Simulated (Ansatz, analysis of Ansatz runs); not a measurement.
# Li-H pair in ZnO: local vibrational mode, HSE06

Subject: Li-H pair in ZnO. Wanted: its local vibrational mode, in one set-up (HSE06, 32-site cell, PBE lattice, 420 eV, k: the zone centre alone). The model is a cell of 32 host atoms with Li put on another atom's site and H put in between. The frequencies come from force constants among the defect atom and its neighbours, with the masses of the isotopes named. Exact exchange opens the gap, stiffens bonds and lessens the self-interaction error, at many times the cost.

Measured beforehand: O-H stretch, 1H: 3577.3 cm⁻¹ at 10 K, by IR absorption (quoted in “Hydrogen-related defects in hydrothermally grown ZnO studied by Fourier Transform Infrared Spectroscopy”, 2010, Halvard Haug, quoting earlier work (2006)). O-D stretch, 2H: 2644.4 cm⁻¹, by IR absorption (quoted in “Hydrogen-related defects in hydrothermally grown ZnO studied by Fourier Transform Infrared Spectroscopy”, 2010, Halvard Haug, quoting earlier work (2006)). The calculation is set beside it at the end.

Main program and level: Ansatz 0.2.0; plane-wave PAW DFT, HSE06; relaxation of all atoms of a defect supercell.

## (1) The starting structure

The cell holds 33 atoms: 15 Zn, 16 O, 1 Li and 1 H. Its edges and angles: a = 6.559 Å, b = 6.559 Å, c = 10.587 Å, α = 90.0°, β = 90.0°, γ = 120.0°. It derives from ZnO (space group P6_3mc). Nearest the centre at fractional (0.333, 0.667, 0.559): H33 at 0.63 Å, Li14 at 1.08 Å, O15 at 1.63 Å, O12 at 2.28 Å, O28 at 2.28 Å, O4 at 2.28 Å, Zn13 at 2.77 Å, Zn29 at 2.77 Å.

The host's primitive cell comes from a first run (plane-wave PAW DFT, PBE; relaxation of the host's cell and atoms): vectors of 3.280, 3.280 and 5.293 Å. That is 12.33 Å³ an atom, 3.6 % over the diffraction cell's volume. The supercell is built on it.

## (2) Relaxation, charge 0

Every later number rests on the structure around the defect, so the atoms are relaxed at the host's lattice first.

relax/input.yaml reads:

```yaml
relax:
  f_tol: 0.01
  max_steps: 80
  random_displacement: { amplitude: 0.02, seed: 445 }
crystal:
  lattice:
    - [6.55903995, 0.0, 0.0]
    - [-3.27951997, 5.68029522, 0.0]
    - [0.0, 0.0, 10.58650209]
  atoms:
    - { symbol: Zn, position: [0.166666667, 0.333333333, 0.249983552] }
    - { symbol: Zn, position: [0.333333333, 0.166666667, -1.6448e-05] }
    - { symbol: O, position: [0.333333333, 0.166666667, 0.189521448] }
    - { symbol: O, position: [0.166666667, 0.333333333, 0.439521448] }
    - { symbol: Zn, position: [0.166666667, 0.333333333, 0.749983552] }
    - { symbol: Zn, position: [0.333333333, 0.166666667, 0.499983552] }
    - { symbol: O, position: [0.333333333, 0.166666667, 0.689521448] }
    - { symbol: O, position: [0.166666667, 0.333333333, 0.939521448] }
    - { symbol: Zn, position: [0.166666667, 0.833333333, 0.249983552] }
    - { symbol: Zn, position: [0.333333333, 0.666666667, -1.6448e-05] }
    - { symbol: O, position: [0.333333333, 0.666666667, 0.189521448] }
    - { symbol: O, position: [0.166666667, 0.833333333, 0.439521448] }
    - { symbol: Zn, position: [0.166666667, 0.833333333, 0.749983552] }
    - { symbol: Li, position: [0.333333333, 0.666666667, 0.457476594] }
    - { symbol: O, position: [0.333333333, 0.666666667, 0.713136425] }
    - { symbol: O, position: [0.166666667, 0.833333333, 0.939521448] }
    - { symbol: Zn, position: [0.666666667, 0.333333333, 0.249983552] }
    - { symbol: Zn, position: [0.833333333, 0.166666667, -1.6448e-05] }
    - { symbol: O, position: [0.833333333, 0.166666667, 0.189521448] }
    - { symbol: O, position: [0.666666667, 0.333333333, 0.439521448] }
    - { symbol: Zn, position: [0.666666667, 0.333333333, 0.749983552] }
    - { symbol: Zn, position: [0.833333333, 0.166666667, 0.499983552] }
    - { symbol: O, position: [0.833333333, 0.166666667, 0.689521448] }
    - { symbol: O, position: [0.666666667, 0.333333333, 0.939521448] }
    - { symbol: Zn, position: [0.666666667, 0.833333333, 0.249983552] }
    - { symbol: Zn, position: [0.833333333, 0.666666667, -1.6448e-05] }
    - { symbol: O, position: [0.833333333, 0.666666667, 0.189521448] }
    - { symbol: O, position: [0.666666667, 0.833333333, 0.439521448] }
    - { symbol: Zn, position: [0.666666667, 0.833333333, 0.749983552] }
    - { symbol: Zn, position: [0.833333333, 0.666666667, 0.499983552] }
    - { symbol: O, position: [0.833333333, 0.666666667, 0.689521448] }
    - { symbol: O, position: [0.666666667, 0.833333333, 0.939521448] }
    - { symbol: H, position: [0.333332998, 0.666667002, 0.618445448] }
basis:
  ecutwfc: 420
  xc_grid: 2
hamiltonian:
  xc: hse06
kpoints:
  mp_grid: { grid: [1, 1, 1] }
scf:
  occupations: { method: fermi_dirac, width: 0.01 }
  max_iter: 120
output:
  forces: true
checkpoint:
  write: "../relax.run"
  compress: false
  write_wavefunctions: true
  write_every: 100000
```

Started as:

```sh
$ ansatz run input.yaml --threads 4 --pin off --max-ram 7536MiB --backend cpu --events-out ev --progress --plain --runs-dir out
```

Numbers of over 12 decimals in the logs are rounded to 6 here.

Output:

```text
[... repeated set-up lines and file paths are left out, and long positions are rounded to six places ...]
exact exchange: scf.exx.singularity resolves to wigner_seitz, which cuts the screened interaction at the faces of the exchange supercell's Wigner-Seitz cell, so that each pair interacts once, at the shortest of its separations (the periodic images that this [...]
Engine: ansatz 0.2.0, aarch64-unknown-linux-gnu
Pseudopotentials: kind: paw
Pseudopotential: Zn, paw, valence charge 12, recommended cutoff 420 eV (normal), Zn.paw.azcp
Pseudopotential: O, paw, valence charge 6, recommended cutoff 420 eV (normal), O.paw.azcp
Pseudopotential: Li, paw, valence charge 3, recommended cutoff 420 eV (normal), Li.paw.azcp
Pseudopotential: H, paw, valence charge 1, recommended cutoff 420 eV (normal), H.paw.azcp
Functional definition: HSE06
  parameter a = 0.25
  parameter omega = 0.11/bohr
  exchange = pbe_x - a*pbe_x_sr(omega) + a*exact_x_sr(omega)
  correlation = pbe_c
Crystal: 33 atoms, lattice volume = 394.424 Å³
Basis set: ecut = 420 eV, 7607 PW (Γ), exchange–correlation on 90×90×144 points (8 copies of the dense FFT grid, shifted against one another)
Bands: 173, of which v1, the nominal top of the filled ones, is band 140 counted from 1 (139 counted from 0)
Symmetry: 1 space group operations
k-points: 1
Non-local potential: Zn, projectors of the file, l = 0: 2, l = 1: 2, l = 2: 3, l = 3: 1
Non-local potential: O, projectors of the file, l = 0: 2, l = 1: 2, l = 2: 1
Non-local potential: Li, projectors of the file, l = 0: 3, l = 1: 2, l = 2: 1
Non-local potential: H, projectors of the file, l = 0: 2, l = 1: 1
PAW form: soft (Blöchl's): semilocal exchange-correlation on the pseudo side does not see the compensation charge
PAW frozen core: Zn, regenerated for the run's functional, and the local potential with it (the file was generated under x = pbe(κ = 0.804, μ = 0.219515), c = pbe(β = 0.066725))
PAW frozen core: O, regenerated for the run's functional, and the local potential with it (the file was generated under x = pbe(κ = 0.804, μ = 0.219515), c = pbe(β = 0.066725))
PAW one-centre angular grid: Zn, 590 points (default); XC on 64 Gauss nodes
PAW one-centre angular grid: O, 110 points (default); XC on 96 Gauss nodes
PAW one-centre angular grid: Li, 110 points (default); XC on 96 Gauss nodes
PAW one-centre angular grid: H, 110 points (default); XC on 64 Gauss nodes
Initial density: superposition of atomic densities (neutral atoms: chi_scale 0, normalization atom), corrected by the library's trained network
Initial wavefunctions: pseudopotential atomic-orbital guess
Functional: x = pbe(κ = 0.804, μ = 0.219515), c = pbe(β = 0.066725), warm-up for x = pbe(κ = 0.804, μ = 0.219515) + 0.25 (exact − pbe) at short range (hse, ω = 0.207870 Å⁻¹), c = pbe(β = 0.066725); [...]
SCF iter   1: F=—  HF=-59085.848533 eV  |F-HF|=—  |Δ(HF+E_count)|=         —  Δρ=1.38e-2  dr2=6.34e-1  ethr=1.77e-3  ⟨swp⟩=10.0  Hψ=795  notcnv=0
preconditioner: auto → none  [insulator: Δε(μ)=0.549 eV  Ē_g=12.348 eV  σ=0.010 eV  W_gap=1.00  n_scr=110 (ndim 8)  ℏωp=31.2 eV  f_vac=0.044  D(μ)=0.00/eV (n_scr^D=0)]
SCF iter   2: F=—  HF=-59085.741690 eV  |F-HF|=—  |Δ(HF+E_count)|=   1.07e-1  Δρ=9.60e-3  dr2=2.27e-1  ethr=2.26e-4  ⟨swp⟩=7.0  Hψ=498  notcnv=0
iter 3 solved again at ethr=5.17e-6 eV; its pass at ethr=8.11e-5 eV (dr2=1.45e-2 eV) is discarded
SCF iter   3: F=—  HF=-59085.689528 eV  |F-HF|=—  |Δ(HF+E_count)|=   5.22e-2  Δρ=3.04e-3  dr2=1.45e-2  ethr=5.17e-6  ⟨swp⟩=4.0  Hψ=791  notcnv=0  defer=1
SCF iter   4: F=—  HF=-59085.692739 eV  |F-HF|=—  |Δ(HF+E_count)|=   3.21e-3  Δρ=1.66e-3  dr2=1.08e-2  ethr=5.17e-6  ⟨swp⟩=7.0  Hψ=469  notcnv=0
SCF iter   5: F=—  HF=-59085.690661 eV  |F-HF|=—  |Δ(HF+E_count)|=   2.08e-3  Δρ=2.92e-4  dr2=2.70e-4  ethr=3.85e-6  ⟨swp⟩=7.0  Hψ=426  notcnv=0
SCF iter   6: F=—  HF=-59085.690831 eV  |F-HF|=—  |Δ(HF+E_count)|=   1.70e-4  Δρ=1.37e-4  dr2=4.12e-5  ethr=9.66e-8  ⟨swp⟩=4.0  Hψ=435  notcnv=0
SCF iter   7: F=—  HF=-59085.690847 eV  |F-HF|=—  |Δ(HF+E_count)|=   1.59e-5  Δρ=4.49e-5  dr2=5.50e-6  ethr=1.47e-8  ⟨swp⟩=3.0  Hψ=399  notcnv=0
SCF iter   8: F=—  HF=-59085.690849 eV  |F-HF|=—  |Δ(HF+E_count)|=   1.84e-6  Δρ=1.76e-5  dr2=1.15e-6  ethr=1.96e-9  ⟨swp⟩=4.0  Hψ=439  notcnv=0
SCF iter   9: F=—  HF=-59085.690849 eV  |F-HF|=—  |Δ(HF+E_count)|=   9.05e-8  Δρ=8.04e-6  dr2=1.72e-7  ethr=4.12e-10  ⟨swp⟩=3.0  Hψ=343  notcnv=0
SCF iter  10: F=—  HF=-59085.690849 eV  |F-HF|=—  |Δ(HF+E_count)|=   1.32e-7  Δρ=6.05e-6  dr2=1.16e-7  ethr=6.13e-11  ⟨swp⟩=4.0  Hψ=445  notcnv=0
SCF iter  11: F=-59085.690849 eV  HF=-59085.690849 eV  |F-HF|=2.98e-9  |Δ(HF+E_count)|=   7.52e-9  Δρ=1.48e-6  dr2=5.43e-9  ethr=4.13e-11  ⟨swp⟩=3.0  Hψ=348  notcnv=0
SCF 1 converged in 11 iterations: F = -59085.690849 eV  dr2 = 5.43e-9
  greatest PAW one-centre occupation: 1.000 electrons in one spin orbital (limit 2), on the Li atom at site 13 (counted from 0), in its partial waves of l = 0
Initial density: handed on by an earlier stage of this run
Initial wavefunctions: those handed on with the density
Functional: x = pbe(κ = 0.804, μ = 0.219515) + 0.25 (exact − pbe) at short range (hse, ω = 0.207870 Å⁻¹), c = pbe(β = 0.066725); HSE06 as pw.x's `hse` composes it (authors' and Libxc's form: `xc: wpbeh`)
Exchange kernel: α = 0.2500, screened, ω = 0.2079 Å⁻¹, Wigner–Seitz truncation, v(0) = 690.4258 eV·Å³, q-mesh 1×1×1, nearest image of the exchange supercell L = 6.56 Å, pair-density grid 32×32×50, without the augmentation charges, whose exchange is taken in [...]
Frozen-core exchange: fock
iter 1 solved again at ethr=3.62e-4 eV; its pass at ethr=1.00e-1 eV (dr2=1.01e0 eV) is discarded
SCF iter   1: F=—  HF=-59084.171213 eV  |F-HF|=—  |Δ(HF+E_count)|=         —  Δρ=2.51e-2  dr2=1.36e0  ethr=3.62e-4  ⟨swp⟩=4.0  Hψ=843  notcnv=0
SCF iter   2: F=—  HF=-59083.747143 eV  |F-HF|=—  |Δ(HF+E_count)|=   4.24e-1  Δρ=4.52e-3  dr2=6.20e-2  ethr=3.62e-4  ⟨swp⟩=4.0  Hψ=577  notcnv=0
SCF iter   3: F=—  HF=-59083.859696 eV  |F-HF|=—  |Δ(HF+E_count)|=   1.13e-1  Δρ=5.56e-3  dr2=5.96e-2  ethr=1.55e-5  ⟨swp⟩=5.0  Hψ=642  notcnv=0
SCF iter   4: F=—  HF=-59083.849736 eV  |F-HF|=—  |Δ(HF+E_count)|=   9.96e-3  Δρ=2.34e-3  dr2=1.35e-2  ethr=1.55e-5  ⟨swp⟩=2.0  Hψ=346  notcnv=0
SCF iter   5: F=—  HF=-59083.849595 eV  |F-HF|=—  |Δ(HF+E_count)|=   1.41e-4  Δρ=7.83e-4  dr2=2.62e-3  ethr=3.16e-6  ⟨swp⟩=3.0  Hψ=454  notcnv=0
SCF iter   6: F=—  HF=-59083.858961 eV  |F-HF|=—  |Δ(HF+E_count)|=   9.37e-3  Δρ=6.31e-4  dr2=9.45e-4  ethr=6.23e-7  ⟨swp⟩=5.0  Hψ=596  notcnv=0
[...]
SCF iter   4: F=—  HF=-59084.732909 eV  |F-HF|=—  |Δ(HF+E_count)|=   1.15e-7  Δρ=2.32e-6  dr2=2.58e-8  ethr=1.20e-10  ⟨swp⟩=4.0  Hψ=381  notcnv=0  defer=1
SCF iter   5: F=—  HF=-59084.732909 eV  |F-HF|=—  |Δ(HF+E_count)|=   5.91e-8  Δρ=1.74e-6  dr2=9.67e-9  ethr=5.99e-12  ⟨swp⟩=4.0  Hψ=462  notcnv=0
SCF iter   6: F=—  HF=-59084.732909 eV  |F-HF|=—  |Δ(HF+E_count)|=   2.94e-9  Δρ=2.58e-7  dr2=6.00e-10  ethr=3.16e-12  ⟨swp⟩=3.0  Hψ=341  notcnv=0
SCF iter   7: F=-59084.732909 eV  HF=-59084.732909 eV  |F-HF|=4.87e-10  |Δ(HF+E_count)|=   2.36e-9  Δρ=3.77e-7  dr2=5.01e-10  ethr=2.80e-12 (applied; sched 1.00e-12)  ⟨swp⟩=2.0  Hψ=313  notcnv=0
SCF 16 converged in 7 iterations: F = -59084.732909 eV  dr2 = 5.01e-10
  Residual-converged pass: ⟨swp⟩=3.0  Hψ=453  notcnv=0  max |occ|·‖R‖ = 3.3e-7 eV (tolerance 4.3e-7 eV)  dr2=5.74e-10  dr2_onsite=7.23e-11  max |Δocc| = 0.0e0
hybrid outer 2: dexx = +2.958e-6 eV, tail = 3.54e-8 eV, Δε = 8.85e-4 eV (about 2.62e-5 eV left of the loop's levels), ΔF = 1.01e-2 eV/Å (tail 7.40e-3)
SCF iter   1: F=—  HF=-59084.732908 eV  |F-HF|=—  |Δ(HF+E_count)|=         —  Δρ=9.42e-7  dr2=4.53e-9  ethr=6.32e-11  ⟨swp⟩=13.0  Hψ=547  notcnv=0
SCF iter   2: F=—  HF=-59084.732908 eV  |F-HF|=—  |Δ(HF+E_count)|=   1.48e-9  Δρ=3.52e-7  dr2=5.36e-10  ethr=2.91e-12 (applied; sched 1.37e-12)  ⟨swp⟩=3.0  Hψ=326  notcnv=0
SCF iter   3: F=-59084.732908 eV  HF=-59084.732908 eV  |F-HF|=9.46e-11  |Δ(HF+E_count)|=   1.76e-9  Δρ=1.52e-7  dr2=8.40e-11  ethr=2.80e-12 (applied; sched 1.00e-12)  ⟨swp⟩=2.0  Hψ=313  notcnv=0
SCF 17 converged in 3 iterations: F = -59084.732908 eV  dr2 = 8.40e-11
  Residual-converged pass: ⟨swp⟩=3.0  Hψ=452  notcnv=0  max |occ|·‖R‖ = 3.2e-7 eV (tolerance 4.3e-7 eV)  dr2=1.01e-10  dr2_onsite=8.17e-12  max |Δocc| = 0.0e0
hybrid outer 3: dexx = +1.343e-9 eV, tail = 2.48e-10 eV, Δε = 2.03e-5 eV (about 1.61e-6 eV left of the loop's levels), ΔF = 2.21e-3 eV/Å (tail 4.21e-4)
relax step   6: F+E_penalty+E_count = -59084.73290846 eV  Δ(F+E_penalty+E_count) = -2.321e-4 eV  max|allowed force component| = 6.700e-3 eV/Å  Δτ_max = 0.0038 Å  (17 SCF iters, accepted)
hybrid SCF converged: 3 outer / 17 inner (+0 warm-up), last move |dexx| = 1.34e-9 eV, tail = 2.48e-10 eV
Stability not checked: this state was not tested for a lower state beside it, because the functional holds exact exchange (a hybrid, or Hartree-Fock), whose exchange loop this test does not read (fock_operator; see scf.lower_state_search)
Free energy (F): -59084.732908 eV
Harris-Foulkes:  -59084.732908 eV  (|F-HF|=9.46e-11)
Internal energy: -59084.732908 eV  (E = F + TS)
E sigma→0 (E₀):  -59084.732908 eV
Fermi energy:    6.606695 eV
--- Per-component energies (eV) ---
  E_band       = -333.309746
  E_kinetic    = 4814.773169
  E_local      = -32032.870793  (includes V_loc(G=0)·N_el)
  E_nonlocal   = 10080.555440
  E_hartree    = 13257.434098
  E_xc         = -2576.902483
  E_vxc        = -1820.618831  (∫ρ·V_xc dr)
  E_exx        = -953.868766  (= α·E_x^exact, valence–valence)
  E_paw        = -29801.188644  (= ΣΔE_a)
  E_vpaw       = -5982.312065  (= ΣTr[D̂ρ^β])
  E_aug_tail   = 0.032657  (compensation charges beyond the density's cutoff)
  E_ewald      = -21881.881027
  E_core_change = 9.183443  (= ΣΔE_core)
  E_smearing   = -0.000000  (= −TS)
  E_closure    = -0.000002  (closes the sum)
  Σ components = -59084.732908   (vs F -59084.732908, Δ=0.00e0)
--- Forces (eV/Å), atoms counted from 1 ---
  atom   1  Zn     0.00031082     0.00083133     0.00150767
  atom   2  Zn     0.00040931    -0.00034996     0.00257268
  atom   3  O      0.00155825     0.00038983    -0.00347441
  atom   4  O     -0.00045030     0.00129683     0.00069015
  atom   5  Zn     0.00007892    -0.00092653    -0.00018341
  atom   6  Zn     0.00062939     0.00037659    -0.00088105
  atom   7  O      0.00113196     0.00117736     0.00216016
  atom   8  O      0.00010864    -0.00111262    -0.00200195
  atom   9  Zn     0.00106981    -0.00074392     0.00260326
  atom  10  Zn    -0.00035070     0.00005337     0.00224075
  atom  11  O      0.00058774    -0.00086470    -0.00669368
  atom  12  O      0.00079666    -0.00031911     0.00175681
  atom  13  Zn    -0.00078018     0.00077089    -0.00008837
  atom  14  Li    -0.00002671     0.00029911    -0.00185349
  atom  15  O      0.00048501     0.00055896     0.00151753
  atom  16  O     -0.00054852     0.00003442    -0.00226222
  atom  17  Zn     0.00004906    -0.00027703     0.00421474
  atom  18  Zn    -0.00039954     0.00029650     0.00261196
  atom  19  O      0.00077424    -0.00048596    -0.00385244
  atom  20  O     -0.00060746     0.00033479     0.00014883
  atom  21  Zn    -0.00017242    -0.00043125    -0.00351150
  atom  22  Zn    -0.00115694     0.00099273    -0.00152773
  atom  23  O     -0.00104489     0.00076535     0.00238376
  atom  24  O     -0.00007190     0.00001967     0.00074203
  atom  25  Zn    -0.00127922    -0.00079138     0.00168626
  atom  26  Zn    -0.00001528    -0.00085587     0.00242046
  atom  27  O      0.00017165     0.00004951    -0.00349957
  atom  28  O     -0.00062277    -0.00007651     0.00165811
  atom  29  Zn     0.00029713     0.00059508    -0.00049429
  atom  30  Zn    -0.00014759    -0.00086769    -0.00129769
  atom  31  O     -0.00018200    -0.00088698     0.00243536
  atom  32  O     -0.00009937    -0.00001369    -0.00258197
  atom  33  H     -0.00048773     0.00018851     0.00105222
  max |Σ_I F_I| component: 1.99e-4 eV/Å
--- Band table (eV) ---
  k-point 0: bands = ["-40.2642", "-16.0156", "-13.8347", "-13.5278", [... 149 left out ...] "13.7970", "14.0813", "14.0816", "14.3613"]
  guard bands above this table: 16 of the run's 173 bands. The solve was not asked for them (output.publish_guard_bands: true or output.eigenvalues: true publishes all)
--- Relaxed structure (6 steps of the walk, 6 accepted, 0 SCFs on fresh bases) ---
  F+E_penalty+E_count = -59084.73290846 eV   max|allowed force component| = 6.700e-3 eV/Å
  atoms:
    - { symbol: Zn, position: [0.162555, 0.324825, 0.252205] }
    - { symbol: Zn, position: [0.337198, 0.168373, 0.002832] }
    - { symbol: O, position: [0.336090, 0.167879, 0.187886] }
    - { symbol: O, position: [0.166128, 0.331862, 0.436865] }
    - { symbol: Zn, position: [0.158093, 0.315679, 0.757329] }
    - { symbol: Zn, position: [0.326907, 0.163191, 0.496971] }
    - { symbol: O, position: [0.331255, 0.165305, 0.689521] }
    - { symbol: O, position: [0.167141, 0.333865, 0.942687] }
    - { symbol: Zn, position: [0.162553, 0.837370, 0.252144] }
    - { symbol: Zn, position: [0.333494, 0.666499, 0.008566] }
    - { symbol: O, position: [0.333421, 0.666526, 0.196568] }
    - { symbol: O, position: [0.166068, 0.833807, 0.436788] }
    - { symbol: Zn, position: [0.158144, 0.841742, 0.757284] }
    - { symbol: Li, position: [0.333354, 0.666493, 0.424389] }
    - { symbol: O, position: [0.333525, 0.666381, 0.708886] }
    - { symbol: O, position: [0.167178, 0.832812, 0.942663] }
    - { symbol: Zn, position: [0.666718, 0.333155, 0.255688] }
    - { symbol: Zn, position: [0.831608, 0.168371, 0.002864] }
    - { symbol: O, position: [0.832046, 0.167863, 0.187922] }
    - { symbol: O, position: [0.666775, 0.333093, 0.442083] }
    - { symbol: Zn, position: [0.666796, 0.333095, 0.748130] }
    - { symbol: Zn, position: [0.836693, 0.163141, 0.496995] }
    - { symbol: O, position: [0.834549, 0.165310, 0.689539] }
    - { symbol: O, position: [0.666801, 0.333154, 0.935756] }
    - { symbol: Zn, position: [0.675122, 0.837346, 0.252195] }
    - { symbol: Zn, position: [0.831641, 0.662763, 0.002844] }
    - { symbol: O, position: [0.832034, 0.663760, 0.187894] }
    - { symbol: O, position: [0.667986, 0.833718, 0.436851] }
    - { symbol: Zn, position: [0.684240, 0.841790, 0.757359] }
    - { symbol: Zn, position: [0.836685, 0.672968, 0.496971] }
    - { symbol: O, position: [0.834579, 0.668619, 0.689518] }
    - { symbol: O, position: [0.666154, 0.832825, 0.942716] }
    - { symbol: H, position: [0.333722, 0.666296, 0.618365] }
```

Run time: 2.4 min. Hardware: 4 threads of Arm Neoverse V1, shared host; peak memory 0.92 GiB; 8.6 min of CPU time.

(Continued in part 2 of 2.)

[Logs are printed without paths, hosts, clocks, repeated set-up lines and the standing remarks that a program may print on its own settings, such as how far it seeks lower states.]

[Hosts, paths, dates, database ids (printed as entryN), source tags and the programs' standing remarks are cut or masked in the printed files.]

[For some hosts the program warned that the k-mesh of the response run may be too coarse for force constants and the static dielectric constant; such warnings are not shown here.]
